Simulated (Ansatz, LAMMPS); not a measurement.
# Site preference of a vacancy of O in amorphous 37Ga2O3-63Al2O3 (mol %) (135 atoms)

At which site of amorphous 37Ga2O3-63Al2O3 (mol %) (135 atoms) does a vacancy of O cost least, and what about the site decides it?

Main program and level: Ansatz 0.2.0; Kohn-Sham DFT, PBE, PAW (set soft_2), plane waves.

## Step 1: Starting point

The cell holds 135 atoms: 20 Ga, 34 Al and 81 O. Its edges and angles: a = 11.176 Å, b = 11.176 Å, c = 11.176 Å, α = 90.0°, β = 90.0°, γ = 90.0°. 135 atoms (20 Fe, 34 Al, 81 O) placed at random at 3.55 g/cm³, melted at 5000 K for 10 ps at fixed volume with the Morse and Coulomb pair potential with partial charges (Pedone, Malavasi, Menziani, Cormack and Segre, J. Phys. Chem. B 110, 11780 (2006)). Quenched from 5000 K to 300 K at 50 K/ps and fixed volume, held 10 ps at zero pressure, then minimised at fixed cell. Then Fe was replaced by Ga and the cell scaled by 1.006 (the potential has no terms for the new elements, so the cell is a start for a DFT relaxation).

Limits known from the start: The quench rate of 50 K/ps far exceeds what a furnace or splat quench reaches, so expect more defects and frozen-in strain than in a real sample. The starting topology of bonds comes from the classical model, and needn't be the one that DFT or experiment would give. The Brillouin zone is sampled at Γ only, in a cell whose shortest periodic width is 11 Å.

## Step 2: Single point at the start

A single point comes first, to see the forces before anything moves.

input.yaml reads:

```yaml
crystal:
  lattice:
    - [11.17634, 0.0, 0.0]
    - [0.0, 11.17634, 0.0]
    - [0.0, 0.0, 11.17634]
  atoms:
    - { symbol: Ga, position: [0.08916, 0.10586, 0.88167] }
    - { symbol: Ga, position: [0.54849, 0.05782, 0.01951] }
    - { symbol: Ga, position: [0.26317, 0.77239, 0.19148] }
    - { symbol: Ga, position: [0.84759, 0.25999, 0.79126] }
    - { symbol: Ga, position: [0.64194, 0.59078, 0.49731] }
    - { symbol: Ga, position: [0.61688, 0.15622, 0.66536] }
    - { symbol: Ga, position: [0.88146, 0.96319, 0.79301] }
    - { symbol: Ga, position: [0.64738, 0.93931, 0.45712] }
    - { symbol: Ga, position: [0.73179, 0.76658, 0.66858] }
    - { symbol: Ga, position: [0.53586, 0.25529, 0.89156] }
    - { symbol: Ga, position: [0.78438, 0.76734, 0.94804] }
    - { symbol: Ga, position: [0.45961, 0.66547, 0.73698] }
    - { symbol: Ga, position: [0.32146, 0.38453, 0.78004] }
    - { symbol: Ga, position: [0.49174, 0.7569, 0.05195] }
    - { symbol: Ga, position: [0.86677, 0.10936, 0.5717] }
    - { symbol: Ga, position: [0.61864, 0.45418, 0.7281] }
    - { symbol: Ga, position: [0.39488, 0.47152, 0.51778] }
    - { symbol: Ga, position: [0.97524, 0.58899, 0.14391] }
    - { symbol: Ga, position: [0.9893, 0.81966, 0.53445] }
    - { symbol: Ga, position: [0.08782, 0.40449, 0.90708] }
    - { symbol: Al, position: [0.86004, 0.38328, 0.57376] }
    - { symbol: Al, position: [0.98592, 0.67305, 0.79666] }
    - { symbol: Al, position: [0.4206, 0.00907, 0.28446] }
    - { symbol: Al, position: [0.76871, 0.72479, 0.32788] }
    - { symbol: Al, position: [0.27868, 0.23221, 0.03733] }
    - { symbol: Al, position: [0.0767, 0.84042, 0.98537] }
    - { symbol: Al, position: [0.44402, 0.5131, 0.99707] }
    - { symbol: Al, position: [0.68621, 0.96551, 0.20695] }
    - { symbol: Al, position: [0.9734, 0.87165, 0.25108] }
    - { symbol: Al, position: [0.51132, 0.56319, 0.2664] }
    - { symbol: Al, position: [0.42343, 0.76418, 0.42125] }
    - { symbol: Al, position: [0.82676, 0.50351, 0.85954] }
    [... 97 atom lines left out ...]
    - { symbol: O, position: [0.56987, 0.08305, 0.84002] }
    - { symbol: O, position: [0.24642, 0.49331, 0.31171] }
    - { symbol: O, position: [0.291, 0.74252, 0.78684] }
    - { symbol: O, position: [0.48035, 0.41004, 0.31169] }
    - { symbol: O, position: [0.71804, 0.30923, 0.33077] }
    - { symbol: O, position: [0.75099, 0.4397, 0.14209] }
kpoints:
  mp_grid: { grid: [1, 1, 1] }
hamiltonian:
  xc: pbe
scf:
  occupations: { method: fixed }
output:
  forces: true
```

Launch:

```sh
ansatz run input.yaml --threads 4 --pin off --max-ram 15872MiB --backend cpu --events-out ev --progress --plain --runs-dir out
```

Numbers of over 12 decimals in the logs are rounded to 6 here.

The log of the run:

```text
[...]
Pseudopotentials: kind: paw
Pseudopotential: Ga, paw, valence charge 13, recommended cutoff 420 eV (normal), Ga.paw.azcp
Pseudopotential: Al, paw, valence charge 3, recommended cutoff 420 eV (normal), Al.paw.azcp
Pseudopotential: O, paw, valence charge 6, recommended cutoff 420 eV (normal), O.paw.azcp
[... 5 lines on functional and potentials left out ...]
Crystal: 135 atoms, lattice volume = 1396.043 Å³
Basis set: ecut = 420 eV, 27201 PW (Γ), exchange–correlation on 150×150×150 points (8 copies of the dense FFT grid, shifted against one another)
Bands: 559, of which v1, the nominal top of the filled ones, is band 424 counted from 1 (423 counted from 0)
Symmetry: 1 space group operations
Space group: P1 (ITA 1), of the structure as read, at distance tolerance 1.1e-4 Å
k-points: 1
[... 7 lines on functional and potentials left out ...]
Initial density: superposition of atomic densities (neutral atoms: chi_scale 0, normalization atom), corrected by the library's trained network
Initial wavefunctions: pseudopotential atomic-orbital guess
[...]
SCF iter   1: F=—  HF=-140012.269533 eV  |F-HF|=—  |Δ(HF+E_count)|=         —  Δρ=2.62e-3  dr2=1.16e-1  ethr=1.77e-3  ⟨swp⟩=5.0  Hψ=1764  notcnv=0  defer=133
preconditioner: auto → Resta (q_TF=auto, 2.511 Å⁻¹)  ε∞=3.9  [insulator: Δε(μ)=2.390 eV  Ē_g=16.956 eV  n_scr=364 (ndim 8)  ℏωp=28.9 eV  f_vac=0.045  ε∞_Penn≈3.9]
SCF iter   2: F=—  HF=-140012.258559 eV  |F-HF|=—  |Δ(HF+E_count)|=   1.10e-2  Δρ=1.43e-3  dr2=2.71e-2  ethr=1.36e-5  ⟨swp⟩=2.0  Hψ=993  notcnv=0  defer=133
SCF iter   3: F=—  HF=-140012.261674 eV  |F-HF|=—  |Δ(HF+E_count)|=   3.12e-3  Δρ=6.16e-4  dr2=7.47e-3  ethr=3.20e-6  ⟨swp⟩=2.0  Hψ=776  notcnv=0  defer=132
automatic band count: iteration 3 solves 558 bands in place of 559: the levels show a gap, and the empty bands left out lie too high to hold charge; the band table lists the bands solved (type scf.n_extra_bands for more)
SCF iter   4: F=—  HF=-140012.261657 eV  |F-HF|=—  |Δ(HF+E_count)|=   1.69e-5  Δρ=2.10e-4  dr2=6.07e-4  ethr=8.81e-7  ⟨swp⟩=2.0  Hψ=776  notcnv=0  defer=132
SCF iter   5: F=—  HF=-140012.261670 eV  |F-HF|=—  |Δ(HF+E_count)|=   1.27e-5  Δρ=1.31e-4  dr2=2.12e-4  ethr=7.16e-8  ⟨swp⟩=2.0  Hψ=845  notcnv=0  defer=132
[...]
SCF iter   9: F=—  HF=-140012.260055 eV  |F-HF|=—  |Δ(HF+E_count)|=   8.65e-7  Δρ=5.75e-6  dr2=4.14e-7  ethr=1.16e-10  ⟨swp⟩=2.0  Hψ=830  notcnv=0  defer=130
SCF iter  10: F=-140012.260055 eV  HF=-140012.260055 eV  |F-HF|=1.89e-8  |Δ(HF+E_count)|=   1.08e-8  Δρ=1.60e-6  dr2=3.17e-8  ethr=1.18e-11  ⟨swp⟩=2.0  Hψ=1802  notcnv=0
SCF 1 converged in 10 iterations: F = -140012.260055 eV  dr2 = 3.17e-8
[...]
SCF converged after 10 iterations
Free energy (F): -140012.260055 eV
Harris-Foulkes:  -140012.260055 eV  (|F-HF|=1.89e-8)
Internal energy: -140012.260055 eV  (E = F + TS)
E sigma→0 (E₀):  -140012.260055 eV
Fermi energy:    7.008630 eV
--- Per-component energies (eV) ---
[...]
Σ components = -140012.260055   (vs F -140012.260055, Δ=0.00e0)
--- Forces (eV/Å), atoms counted from 1 ---
  atom   1  Ga    -0.34942033    -0.51796025     0.71342884
  atom   2  Ga     0.50569913     0.22366870     0.69927512
  atom   3  Ga     0.26728871    -0.07768506     0.11927740
  atom   4  Ga     0.20789638    -0.04369683     0.60454372
[...]
atom 135  O     -0.18431470     0.08764457     0.21321688
  max |Σ_I F_I| component: 2.90e-4 eV/Å
```

It took 21 s on 4 threads of Intel Xeon Platinum 8259CL at 2.50GHz (Skylake/Cascade Lake), shared host; peak memory 2.1 GiB; 68 s of CPU time.

The r.m.s. force at the start is 0.56 eV/Å.

## Step 3: Relaxation

With the cell held, the atoms are moved downhill towards a nearby minimum.

input.yaml reads:

```yaml
crystal:
  lattice:
    - [11.17634, 0.0, 0.0]
    - [0.0, 11.17634, 0.0]
    - [0.0, 0.0, 11.17634]
  atoms:
    [... the 135 atom lines of step 2 ...]
kpoints:
  mp_grid: { grid: [1, 1, 1] }
hamiltonian:
  xc: pbe
scf:
  occupations: { method: fixed }
output:
  forces: true
relax:
  f_tol: 0.05
  max_steps: 120
```

The log of the run:

```text
[...]
Crystal: 135 atoms, lattice volume = 1396.043 Å³
Basis set: ecut = 420 eV, 27201 PW (Γ), exchange–correlation on 150×150×150 points (8 copies of the dense FFT grid, shifted against one another)
Bands: 559, of which v1, the nominal top of the filled ones, is band 424 counted from 1 (423 counted from 0)
Symmetry: 1 space group operations
[...]
k-points: 1
[...]
SCF iter   1: F=—  HF=-140012.269532 eV  |F-HF|=—  |Δ(HF+E_count)|=         —  Δρ=2.62e-3  dr2=1.16e-1  ethr=1.77e-3  ⟨swp⟩=5.0  Hψ=1764  notcnv=0  defer=133
[...]
SCF iter   6: F=-140012.260046 eV  HF=-140012.260045 eV  |F-HF|=7.38e-7  |Δ(HF+E_count)|=   1.42e-5  Δρ=3.86e-5  dr2=2.15e-5  ethr=7.37e-9  ⟨swp⟩=2.0  Hψ=1830  notcnv=0
SCF 1 converged in 6 iterations: F = -140012.260046 eV  dr2 = 2.15e-5
[...]
relax step   1: F+E_penalty+E_count = -140012.26004555 eV  Δ(F+E_penalty+E_count) = +0.000e0 eV  max|allowed force component| = 1.941e0 eV/Å  Δτ_max = 0.0000 Å  (6 SCF iters, dr2 threshold 6.25e-5 eV, accepted)
[... from here on, the SCF cycles and remarks between the steps are left out ...]
relax step   2: F+E_penalty+E_count = -140014.27567685 eV  Δ(F+E_penalty+E_count) = -2.016e0 eV  max|allowed force component| = 1.020e0 eV/Å  Δτ_max = 0.0786 Å  (7 SCF iters, dr2 threshold 1.00e-4 eV, accepted)
relax step   3: F+E_penalty+E_count = -140015.47303939 eV  Δ(F+E_penalty+E_count) = -1.197e0 eV  max|allowed force component| = 5.152e-1 eV/Å  Δτ_max = 0.1223 Å  (7 SCF iters, dr2 threshold 6.50e-5 eV, accepted)
relax step   4: F+E_penalty+E_count = -140016.14699960 eV  Δ(F+E_penalty+E_count) = -6.740e-1 eV  max|allowed force component| = 3.090e-1 eV/Å  Δτ_max = 0.2000 Å  (7 SCF iters, dr2 threshold 6.78e-5 eV, accepted)
relax step   5: F+E_penalty+E_count = -140016.40628640 eV  Δ(F+E_penalty+E_count) = -2.593e-1 eV  max|allowed force component| = 2.534e-1 eV/Å  Δτ_max = 0.2000 Å  (8 SCF iters, dr2 threshold 2.44e-5 eV, accepted)
relax step   6: F+E_penalty+E_count = -140016.55905435 eV  Δ(F+E_penalty+E_count) = -1.528e-1 eV  max|allowed force component| = 3.669e-1 eV/Å  Δτ_max = 0.2000 Å  (8 SCF iters, dr2 threshold 2.31e-5 eV, accepted)
relax step   7: F+E_penalty+E_count = -140016.85856891 eV  Δ(F+E_penalty+E_count) = -2.995e-1 eV  max|allowed force component| = 3.726e-1 eV/Å  Δτ_max = 0.2000 Å  (7 SCF iters, dr2 threshold 9.05e-5 eV, accepted)
relax step   8: F+E_penalty+E_count = -140017.02698271 eV  Δ(F+E_penalty+E_count) = -1.684e-1 eV  max|allowed force component| = 5.168e-1 eV/Å  Δτ_max = 0.1946 Å  (7 SCF iters, dr2 threshold 1.00e-4 eV, accepted)
relax step   9: F+E_penalty+E_count = -140017.20458599 eV  Δ(F+E_penalty+E_count) = -1.776e-1 eV  max|allowed force component| = 5.567e-1 eV/Å  Δτ_max = 0.2000 Å  (7 SCF iters, dr2 threshold 1.00e-4 eV, accepted)
relax step  10: F+E_penalty+E_count = -140017.37594752 eV  Δ(F+E_penalty+E_count) = -1.714e-1 eV  max|allowed force component| = 6.841e-1 eV/Å  Δτ_max = 0.1941 Å  (7 SCF iters, dr2 threshold 1.00e-4 eV, accepted)
relax step  11: F+E_penalty+E_count = -140017.65034437 eV  Δ(F+E_penalty+E_count) = -2.744e-1 eV  max|allowed force component| = 1.858e-1 eV/Å  Δτ_max = 0.2000 Å  (7 SCF iters, dr2 threshold 1.00e-4 eV, accepted)
relax step  12: F+E_penalty+E_count = -140017.65605993 eV  Δ(F+E_penalty+E_count) = -5.716e-3 eV  max|allowed force component| = 2.759e-1 eV/Å  Δτ_max = 0.0681 Å  (8 SCF iters, dr2 threshold 2.55e-6 eV, accepted)
relax step  13: F+E_penalty+E_count = -140017.73691516 eV  Δ(F+E_penalty+E_count) = -8.086e-2 eV  max|allowed force component| = 1.292e-1 eV/Å  Δτ_max = 0.2000 Å  (8 SCF iters, dr2 threshold 5.61e-6 eV, accepted)
relax step  14: F+E_penalty+E_count = -140017.79902109 eV  Δ(F+E_penalty+E_count) = -6.211e-2 eV  max|allowed force component| = 1.084e-1 eV/Å  Δτ_max = 0.1667 Å  (8 SCF iters, dr2 threshold 3.66e-6 eV, accepted)
relax step  15: F+E_penalty+E_count = -140017.79814692 eV  Δ(F+E_penalty+E_count) = +8.742e-4 eV  max|allowed force component| = 2.729e-1 eV/Å  Δτ_max = 0.0576 Å  (7 SCF iters, dr2 threshold 2.58e-6 eV, rejected (line search))
relax step  16: F+E_penalty+E_count = -140017.81188413 eV  Δ(F+E_penalty+E_count) = -1.286e-2 eV  max|allowed force component| = 2.683e-2 eV/Å  Δτ_max = 0.0288 Å  (8 SCF iters, accepted)
SCF converged after 8 iterations
Free energy (F): -140017.811884 eV
[...]
Internal energy: -140017.811884 eV  (E = F + TS)
E sigma→0 (E₀):  -140017.811884 eV
Fermi energy:    7.177876 eV
[...]
--- Forces (eV/Å), atoms counted from 1 ---
  atom   1  Ga    -0.00038989     0.00408422     0.00815560
  atom   2  Ga    -0.00750923    -0.00067509    -0.00204298
  atom   3  Ga    -0.00865295    -0.00984112     0.01503710
  atom   4  Ga    -0.00070351     0.00232926     0.00867156
  atom   5  Ga     0.00211515    -0.00803941    -0.01861752
  atom   6  Ga    -0.01391434     0.00214015    -0.01440272
  atom   7  Ga     0.00983558     0.00176747    -0.00030968
  atom   8  Ga     0.00039654    -0.00458538    -0.00052596
  atom   9  Ga     0.01609205    -0.00929317     0.01703976
  atom  10  Ga    -0.02682579    -0.00491561     0.00959391
  atom  11  Ga     0.01800748     0.00813652     0.00719236
  atom  12  Ga    -0.02233086     0.01237517     0.00500569
  atom  13  Ga     0.00782002     0.00796302    -0.00050821
  atom  14  Ga     0.00562426     0.00874321    -0.00461081
[...]
atom 134  O     -0.00108356     0.00204958     0.00283185
  atom 135  O     -0.00499793     0.00107605     0.00557895
  max |Σ_I F_I| component: 1.42e-4 eV/Å
--- Relaxed structure (16 steps of the walk, 15 accepted, 0 SCFs on fresh bases) ---
  F+E_penalty+E_count = -140017.81188413 eV   max|allowed force component| = 2.683e-2 eV/Å
  atoms:
    - { symbol: Ga, position: [0.078147, 0.087349, 0.887442] }
    - { symbol: Ga, position: [0.542538, 0.048189, 0.024059] }
    - { symbol: Ga, position: [0.310071, 0.800926, 0.180785] }
    - { symbol: Ga, position: [0.866330, 0.211343, 0.824789] }
[...]
- { symbol: O, position: [0.745067, 0.414641, 0.138083] }
```

It took 3.5 min on 4 threads; peak memory 2.1 GiB.

The relaxation converged after 16 steps, 5.55 eV below its start, with a largest force component of 0.027 eV/Å.

[end of part 1 of 3]

[Logs are printed without paths, hosts, clocks, repeated set-up lines and the standing remarks that a program may print on its own settings, such as how far it seeks lower states.]

[Hosts, paths, dates, database ids (printed as entryN), source tags and the programs' standing remarks are cut or masked in the printed files.]
